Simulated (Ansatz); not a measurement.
**TlCoBr3 (cubic perovskite) (Pm-3m): how robust is the cRPA U?**

Wanted: the sensitivity and cost of U and J for TlCoBr3 (cubic perovskite) (Pm-3m).

Calculated with Ansatz 0.2.0; constrained RPA on PBEsol, plane waves, PAW.

The structure was built from a prototype and need not be the compound's stable phase.

### Step 1. The starting structure

The structure is cubic, space group Pm-3m (No. 221). The conventional cell has a = 4.903 Å, b = 4.903 Å, c = 4.903 Å, α = 90.00°, β = 90.00°, γ = 90.00°. Nearest to Tl lie 12 Br at 3.47 Å. Co has 6 Br at 2.45 Å nearest. Br has 2 Co at 2.45 Å and 4 Tl at 3.47 Å nearest. Farther neighbours and most contacts between anions are not listed.

The structure was relaxed with PBEsol. The structure type comes from a generator and need not be one that this composition takes. The structure was generated from a model, not taken from a measurement. The runs that relaxed it are not among those shown. The program's search for lower electronic states was switched off, so nothing shows that the state found is the lowest. Spin-orbit coupling is left out unless a step names it. The default PAW set here is soft_2. Its files were made with PBE.

### Step 2. Base: Co d, bands v4 to c1, 4×4×4 mesh, medium accuracy

Constrained RPA screens the interaction with every transition except those inside the target bands, which a later many-body model would treat itself.

input.yaml

```yaml
crystal:
  lattice:
    - [0.0, -4.90276825, 0.0]
    - [0.0, 0.0, 4.90276825]
    - [-4.90276825, 0.0, 0.0]
  atoms:
    - { symbol: Tl, position: [0.0, 0.0, 0.0] }
    - { symbol: Co, position: [0.5, 0.5, 0.5] }
    - { symbol: Br, position: [0.5, 0.5, 0.0] }
    - { symbol: Br, position: [0.5, 0.0, 0.5] }
    - { symbol: Br, position: [0.0, 0.5, 0.5] }
kpoints:
  mp_grid: { grid: [6, 6, 6] }
hamiltonian:
  xc: pbesol
scf:
  occupations: { method: gaussian, width: 0.08 }
  n_extra_bands: 19
  max_iter: 150
  lower_state_search: "off"
output:
  crpa:
    kmesh: [4, 4, 4]
    target_bands: [v4, c1]
    projections: [{ species: Co, l: d, shell: 3 }]
  local_orbitals:
    kmesh: [8, 8, 8]
    orbitals: [{ species: Co, l: d, shell: 3 }]
    window: { bands: [v4, c1] }
    seedname: lo
```

On the command line:

```sh
> ansatz run input.yaml --threads 4 --pin off --max-ram 9216MiB --backend cpu --events-out ev --progress --plain --runs-dir out
```

Numbers of over 12 decimals in the logs are rounded to 6 here.

Log:

```text
scf.n_extra_bands = 19 over 26 filled bands (N_el = 51.0): the run solves 45 bands
Engine: ansatz 0.2.0, aarch64-unknown-linux-gnu
Pseudopotentials: kind: paw
Pseudopotential: Tl, paw, valence charge 13, recommended cutoff 420 eV (normal), Tl.paw.azcp
Pseudopotential: Co, paw, valence charge 17, recommended cutoff 420 eV (normal), Co.paw.azcp
Pseudopotential: Br, paw, valence charge 7, recommended cutoff 420 eV (normal), Br.paw.azcp
Functional definition: PBEsol
  exchange = pbesol_x
  correlation = pbesol_c
Crystal: 5 atoms, lattice volume = 117.849 Å³
Basis set: ecut = 420 eV, 2325 PW (Γ)
Bands: 45, of which v1, the nominal top of the filled ones, is band 26 counted from 1 (25 counted from 0)
Symmetry: 48 space group operations
Space group: Pm-3m (ITA 221), of the structure as read, at distance tolerance 4.9e-5 Å
k-points: 20 of 216
Non-local potential: Tl, projectors of the file, l = 0: 2, l = 1: 2, l = 2: 2, l = 3: 1
Non-local potential: Co, projectors of the file, l = 0: 3, l = 1: 2, l = 2: 3, l = 3: 1
Non-local potential: Br, projectors of the file, l = 0: 2, l = 1: 2, l = 2: 2
PAW form: soft (Blöchl's): semilocal exchange-correlation on the pseudo side does not see the compensation charge
PAW frozen core: Tl, regenerated for the run's functional, and the local potential with it (the file was generated under x = pbe(κ = 0.804, μ = 0.219515), c = pbe(β = 0.066725))
PAW frozen core: Co, regenerated for the run's functional, and the local potential with it (the file was generated under x = pbe(κ = 0.804, μ = 0.219515), c = pbe(β = 0.066725))
PAW frozen core: Br, regenerated for the run's functional, and the local potential with it (the file was generated under x = pbe(κ = 0.804, μ = 0.219515), c = pbe(β = 0.066725))
PAW one-centre angular grid: Tl, 590 points (default); XC on 64 Gauss nodes
PAW one-centre angular grid: Co, 590 points (default); XC on 64 Gauss nodes
PAW one-centre angular grid: Br, 110 points (default); XC on 64 Gauss nodes
Initial density: superposition of atomic densities (neutral atoms: chi_scale 0, normalization atom), corrected by the library's trained network
Initial wavefunctions: pseudopotential atomic-orbital guess
Functional: x = pbesol(κ = 0.804, μ = 0.123457), c = pbesol(β = 0.046)
SCF iter   1: F=—  HF=-24599.762362 eV  |F-HF|=—  |Δ(HF+E_count)|=         —  Δρ=7.40e-3  dr2=2.61e-2  ethr=1.77e-3  ⟨swp⟩=6.2  Hψ=4232  notcnv=0  defer=167
preconditioner: auto → Kerker (q_TF=auto, 2.373 Å⁻¹)  [metal: Δε(μ)=0.030 eV  Ē_g=14.914 eV  σ=0.080 eV  W_gap=0.21  n_scr=26 (ndim 8)  ℏωp=22.4 eV  f_vac=0.003  D(μ)=6.96/eV (n_scr^D=80)]
SCF iter   2: F=—  HF=-24599.757553 eV  |F-HF|=—  |Δ(HF+E_count)|=   4.81e-3  Δρ=3.26e-3  dr2=7.94e-3  ethr=5.11e-5  ⟨swp⟩=2.0  Hψ=1483  notcnv=0  defer=198
[...]
NSCF: frozen V_eff on 38 k-points
NSCF: frozen V_eff on 10 k-points
[...]
cRPA screening: q 1/64
cRPA screening: q 2/64
cRPA screening: q 8/64 (q-point 3)
cRPA screening: q 11/64 (q-point 6)
cRPA screening: q 23/64 (q-point 7)
cRPA screening: q 35/64 (q-point 11)
cRPA screening: q 38/64 (q-point 22)
cRPA screening: q 46/64 (q-point 23)
cRPA screening: q 58/64 (q-point 27)
cRPA screening: q 64/64 (q-point 43)
SCF converged after 8 iterations
Free energy (F): -24599.755609 eV
Harris-Foulkes:  -24599.755609 eV  (|F-HF|=4.03e-9)
Internal energy: -24599.730730 eV  (E = F + TS)
E sigma→0 (E₀):  -24599.743170 eV
Entropy (-TS):   -0.024879 eV (-4.976 meV/atom)
Fermi energy:    7.246932 eV
--- Per-component energies (eV) ---
  E_band       = -426.904506
  E_kinetic    = 1184.017193
  E_local      = -6129.262148  (includes V_loc(G=0)·N_el)
  E_nonlocal   = 998.653652
  E_hartree    = 2488.459017
  E_xc         = -1169.427268
  E_vxc        = -655.863129  (∫ρ·V_xc dr)
  E_paw        = -18112.173750  (= ΣΔE_a)
  E_vpaw       = -801.363370  (= ΣTr[D̂ρ^β])
  E_aug_tail   = 0.000108  (compensation charges beyond the density's cutoff)
  E_ewald      = -3860.501030
  E_core_change = 0.503495  (= ΣΔE_core)
  E_smearing   = -0.024879  (= −TS)
  E_closure    = 0.000000  (closes the sum)
  Σ components = -24599.755609   (vs F -24599.755609, Δ=0.00e0)
--- Band table (eV; the first three rows and the last of 20) ---
  k-point 0: bands = [... 22 lower, 6.2779, 6.2779, 6.2779, 6.5541, 6.5541, 9.8279, 12.9048, 12.9048, ... 15 higher]
  k-point 1: bands = [... 22 lower, 6.2796, 6.5545, 6.5990, 6.5990, 6.9358, 10.4672, 11.6422, 12.4388, ... 15 higher]
  k-point 2: bands = [... 22 lower, 6.2830, 6.5551, 6.9529, 6.9529, 7.2092, 10.2325, 11.8386, 11.8386, ... 15 higher]
  k-point 19: bands = [... 22 lower, 7.0292, 7.0292, 7.0292, 9.3809, 9.3809, 12.9241, 12.9241, 12.9241, ... 15 higher]
--- cRPA (band scheme, projected local orbitals): target bands 23..27 (1-based), 5 Wannier function(s), 4×4×4 mesh, 54 bands' worth read of 59 solved, ecut_chi 136.0 eV, v(q+G=0) probe_charge, pair densities all_electron ---
  bands read: the sum over 54 bands ends inside a degenerate multiplet in 10 slots, whose members it reads at an even weight; the widest, k=0: bands 54 to 56 (counted from 1) at 1/3 each
  χ-basis size per q: N_G = 418..437
  window electrons = 7.0000, filled by tetrahedron_uncorrected; constrained ε̄⁻¹(q = 0, 0) head = 0.176867; min gauge Gram eig = 0.5450
  Kanamori averages over each shell's own Wannier functions (sites counted from 0, functions from 1):
    Site 1, 3D, 5 of 5 d orbitals (Wannier functions 1, 2, 3, 4, 5; wannier90's mr 1, 2, 3, 4, 5):
      screened: U = 3.2118 eV, U' = 2.3174 eV, J = 0.4402 eV
      screened d-shell averages: U_bar = F0 = 2.4963 eV, J_bar = 0.6191 eV
      screened, to within: U = 4.1e-3 eV, U' = 4.1e-3 eV, J = 6.9e-4 eV
      screened d-shell averages, to within: U_bar = 3.0e-3 eV, J_bar = 9.7e-4 eV
      bare: V = 17.6190 eV, V' = 16.4217 eV, J = 0.5664 eV
      bare d-shell averages: V_bar = F0 = 16.6612 eV, J_bar = 0.8059 eV
  Hermiticity witness max|P − P†| over intra, direct and exchange elements: 1.42e-14 eV (screened), 4.00e-19 eV (bare)
  Reality witness max|Im| over intra, direct and exchange elements: 1.53e-18 eV (screened), 8.83e-18 eV (bare)
```

It took 3 min on 4 threads of Arm Neoverse V1, shared host; peak memory 0.83 GiB; 11 min of CPU time.

In the SCF lines HF is the Harris–Foulkes energy and dr2 the Hartree energy of the density residual, in eV; the loop may stop once dr2 is under the threshold and the program's other checks hold. Hψ counts applications of the Hamiltonian.

Numbers from this step:

| Property | Result |
| --- | --- |
| U | 3.212 eV |
| U prime (inter-orbital) | 2.317 eV |
| J | 0.4402 eV |
| bare V | 17.62 eV |
| bare J | 0.5664 eV |
| stated bound on U | 0.004078 eV |
| U over bare V | 0.1823 |
| electrons in the window | 7.000 |
| head of the constrained inverse dielectric matrix | 0.1769 |
| least eigenvalue of the projection's overlap | 0.5450 |
| target functions | 5 |
| bands in the sums | 54 |
| r.m.s. miss of the model bands | 0.002111 eV |
| width of the target bands | 3.103 eV |
| weight of the projected orbitals in the window | 0.7947 |

On the Co d shell, screening brings the on-site interaction from 17.6 eV down to U = 3.21 eV.

### Step 3. Changed: 2×2×2 mesh

Changes to input.yaml since step 2:

```diff
@@ -22,9 +22,4 @@
   crpa:
-    kmesh: [4, 4, 4]
+    kmesh: [2, 2, 2]
     target_bands: [v4, c1]
     projections: [{ species: Co, l: d, shell: 3 }]
-  local_orbitals:
-    kmesh: [8, 8, 8]
-    orbitals: [{ species: Co, l: d, shell: 3 }]
-    window: { bands: [v4, c1] }
-    seedname: lo
```

Log:

```text
[...]
Crystal: 5 atoms, lattice volume = 117.849 Å³
Basis set: ecut = 420 eV, 2325 PW (Γ)
Bands: 45, of which v1, the nominal top of the filled ones, is band 26 counted from 1 (25 counted from 0)
Symmetry: 48 space group operations
[...]
k-points: 20 of 216
[...]
SCF iter   1: F=—  HF=-24599.762362 eV  |F-HF|=—  |Δ(HF+E_count)|=         —  Δρ=7.40e-3  dr2=2.61e-2  ethr=1.77e-3  ⟨swp⟩=6.2  Hψ=4232  notcnv=0  defer=167
[...]
SCF iter   8: F=-24599.755609 eV  HF=-24599.755609 eV  |F-HF|=4.03e-9  |Δ(HF+E_count)|=   3.47e-8  Δρ=2.88e-6  dr2=7.69e-9  ethr=1.96e-10  ⟨swp⟩=10.0  Hψ=4976  notcnv=0
SCF 1 converged in 8 iterations: F = -24599.755609 eV  dr2 = 7.69e-9
[...]
NSCF: frozen V_eff on 4 k-points
[...]
cRPA screening: q 1/8
cRPA screening: q 2/8
cRPA screening: q 5/8 (q-point 4)
cRPA screening: q 8/8
SCF converged after 8 iterations
Free energy (F): -24599.755609 eV
[...]
Internal energy: -24599.730730 eV  (E = F + TS)
E sigma→0 (E₀):  -24599.743170 eV
Entropy (-TS):   -0.024879 eV (-4.976 meV/atom)
Fermi energy:    7.246932 eV
[...]
--- Band table (eV; the first three rows and the last of 20) ---
  k-point 0: bands = [... 22 lower, 6.2779, 6.2779, 6.2779, 6.5541, 6.5541, 9.8279, 12.9048, 12.9048, ... 15 higher]
  k-point 1: bands = [... 22 lower, 6.2796, 6.5545, 6.5990, 6.5990, 6.9358, 10.4672, 11.6422, 12.4388, ... 15 higher]
  k-point 2: bands = [... 22 lower, 6.2830, 6.5551, 6.9529, 6.9529, 7.2092, 10.2325, 11.8386, 11.8386, ... 15 higher]
  k-point 19: bands = [... 22 lower, 7.0292, 7.0292, 7.0292, 9.3809, 9.3809, 12.9241, 12.9241, 12.9241, ... 15 higher]
[...]
χ-basis size per q: N_G = 418..437
[...]
screened: U = 3.8984 eV, U' = 2.8980 eV, J = 0.4928 eV
      screened d-shell averages: U_bar = F0 = 3.0981 eV, J_bar = 0.6929 eV
      screened, to within: U = 5.2e-3 eV, U' = 5.2e-3 eV, J = 8.1e-4 eV
      screened d-shell averages, to within: U_bar = 3.9e-3 eV, J_bar = 1.2e-3 eV
      bare: V = 19.2106 eV, V' = 17.9205 eV, J = 0.6244 eV
      bare d-shell averages: V_bar = F0 = 18.1785 eV, J_bar = 0.8824 eV
[...]
```

Elapsed: 26 s, on 4 threads; peak memory 0.69 GiB; 93 s of CPU time.

This step gave:

| Quantity | Value |
| --- | --- |
| U | 3.898 eV |
| U prime (inter-orbital) | 2.898 eV |
| J | 0.4928 eV |
| bare V | 19.21 eV |
| bare J | 0.6244 eV |
| stated bound on U | 0.005145 eV |
| U over bare V | 0.2029 |
| electrons in the window | 7.000 |
| head of the constrained inverse dielectric matrix | 0.1352 |
| least eigenvalue of the projection's overlap | 0.5450 |
| target functions | 5 |
| bands in the sums | 54 |
| width of the target bands | 3.103 eV |
| weight of the projected orbitals in the window | 0.7947 |

On the Co d shell, screening brings the on-site interaction from 19.2 eV down to U = 3.90 eV.

### Step 4. Changed: smooth pair densities

Changes to input.yaml since step 3:

```diff
@@ -22,4 +22,5 @@
   crpa:
-    kmesh: [2, 2, 2]
+    kmesh: [4, 4, 4]
     target_bands: [v4, c1]
     projections: [{ species: Co, l: d, shell: 3 }]
+    pair_densities: pseudo
```

Log:

```text
[...]
Crystal: 5 atoms, lattice volume = 117.849 Å³
Basis set: ecut = 420 eV, 2325 PW (Γ)
Bands: 45, of which v1, the nominal top of the filled ones, is band 26 counted from 1 (25 counted from 0)
Symmetry: 48 space group operations
[...]
k-points: 20 of 216
[...]
screened, to within: U = 2.5e-3 eV, U' = 2.5e-3 eV, J = 1.6e-4 eV
      screened d-shell averages, to within: U_bar = 2.3e-3 eV, J_bar = 2.3e-4 eV
      screened, sum over states alone: U = 3.7466 eV, U' = 2.6330 eV, J = 0.5436 eV
      screened d-shell averages, sum over states alone: U_bar = F0 = 2.8557 eV, J_bar = 0.7663 eV
      bare: V = 17.6190 eV, V' = 16.4217 eV, J = 0.5664 eV
      bare d-shell averages: V_bar = F0 = 16.6612 eV, J_bar = 0.8059 eV
[...]
[key lines of the parts left out:]
SCF converged after 8 iterations
Free energy (F): -24599.755609 eV
Fermi energy:    7.246932 eV
```

Elapsed: 2.6 min, on 4 threads; peak memory 0.72 GiB.

Numbers from this step:

| Item | Value |
| --- | --- |
| U | 3.257 eV |
| U prime (inter-orbital) | 2.309 eV |
| J | 0.4688 eV |
| bare V | 17.62 eV |
| bare J | 0.5664 eV |
| stated bound on U | 0.002479 eV |
| U over bare V | 0.1849 |
| electrons in the window | 7.000 |
| head of the constrained inverse dielectric matrix | 0.1770 |
| least eigenvalue of the projection's overlap | 0.5450 |
| target functions | 5 |
| bands in the sums | 54 |
| width of the target bands | 3.103 eV |
| weight of the projected orbitals in the window | 0.7947 |

On the Co d shell, screening brings the on-site interaction from 17.6 eV down to U = 3.26 eV.

### Step 5. Changed: accuracy low

Changes to input.yaml since step 4:

```diff
@@ -25,2 +25,2 @@
     projections: [{ species: Co, l: d, shell: 3 }]
-    pair_densities: pseudo
+    accuracy: low
```

Log:

```text
[...]
Crystal: 5 atoms, lattice volume = 117.849 Å³
Basis set: ecut = 420 eV, 2325 PW (Γ)
Bands: 45, of which v1, the nominal top of the filled ones, is band 26 counted from 1 (25 counted from 0)
Symmetry: 48 space group operations
[...]
k-points: 20 of 216
[...]
χ-basis size per q: N_G = 418..437
[...]
screened: U = 3.2143 eV, U' = 2.3205 eV, J = 0.4400 eV
      screened d-shell averages: U_bar = F0 = 2.4992 eV, J_bar = 0.6187 eV
      screened, to within: U = 5.2e-2 eV, U' = 5.2e-2 eV, J = 6.1e-3 eV
      screened d-shell averages, to within: U_bar = 4.2e-2 eV, J_bar = 8.5e-3 eV
      bare: V = 17.6190 eV, V' = 16.4217 eV, J = 0.5664 eV
      bare d-shell averages: V_bar = F0 = 16.6612 eV, J_bar = 0.8059 eV
[...]
[key lines of the parts left out:]
SCF converged after 8 iterations
Free energy (F): -24599.755609 eV
Fermi energy:    7.246932 eV
```

Run time: 1.7 min. Hardware: 4 threads; peak memory 0.76 GiB.

Numbers from this step:

| Quantity | Value |
| --- | --- |
| U | 3.214 eV |
| U prime (inter-orbital) | 2.320 eV |
| J | 0.4400 eV |
| bare V | 17.62 eV |
| bare J | 0.5664 eV |
| stated bound on U | 0.05147 eV |
| U over bare V | 0.1824 |
| electrons in the window | 7.000 |
| head of the constrained inverse dielectric matrix | 0.1768 |
| least eigenvalue of the projection's overlap | 0.5450 |
| target functions | 5 |
| bands in the sums | 54 |
| width of the target bands | 3.103 eV |
| weight of the projected orbitals in the window | 0.7947 |

On the Co d shell, screening brings the on-site interaction from 17.6 eV down to U = 3.21 eV.

(Part 1 of 2 ends here.)

[Paths, hosts, dates, memory and timing lines, banners, echoed tables and standing remarks are left out of the program output.]

[Logs are printed without paths, hosts, clocks, repeated set-up lines and the standing remarks that a program may print on its own settings, such as how far it seeks lower states.]

[Runs of the session that timed out or met a known fault of the program may be left out.]

[Hosts, paths, dates, database ids (printed as entryN), source tags and the programs' standing remarks are cut or masked in the printed files.]
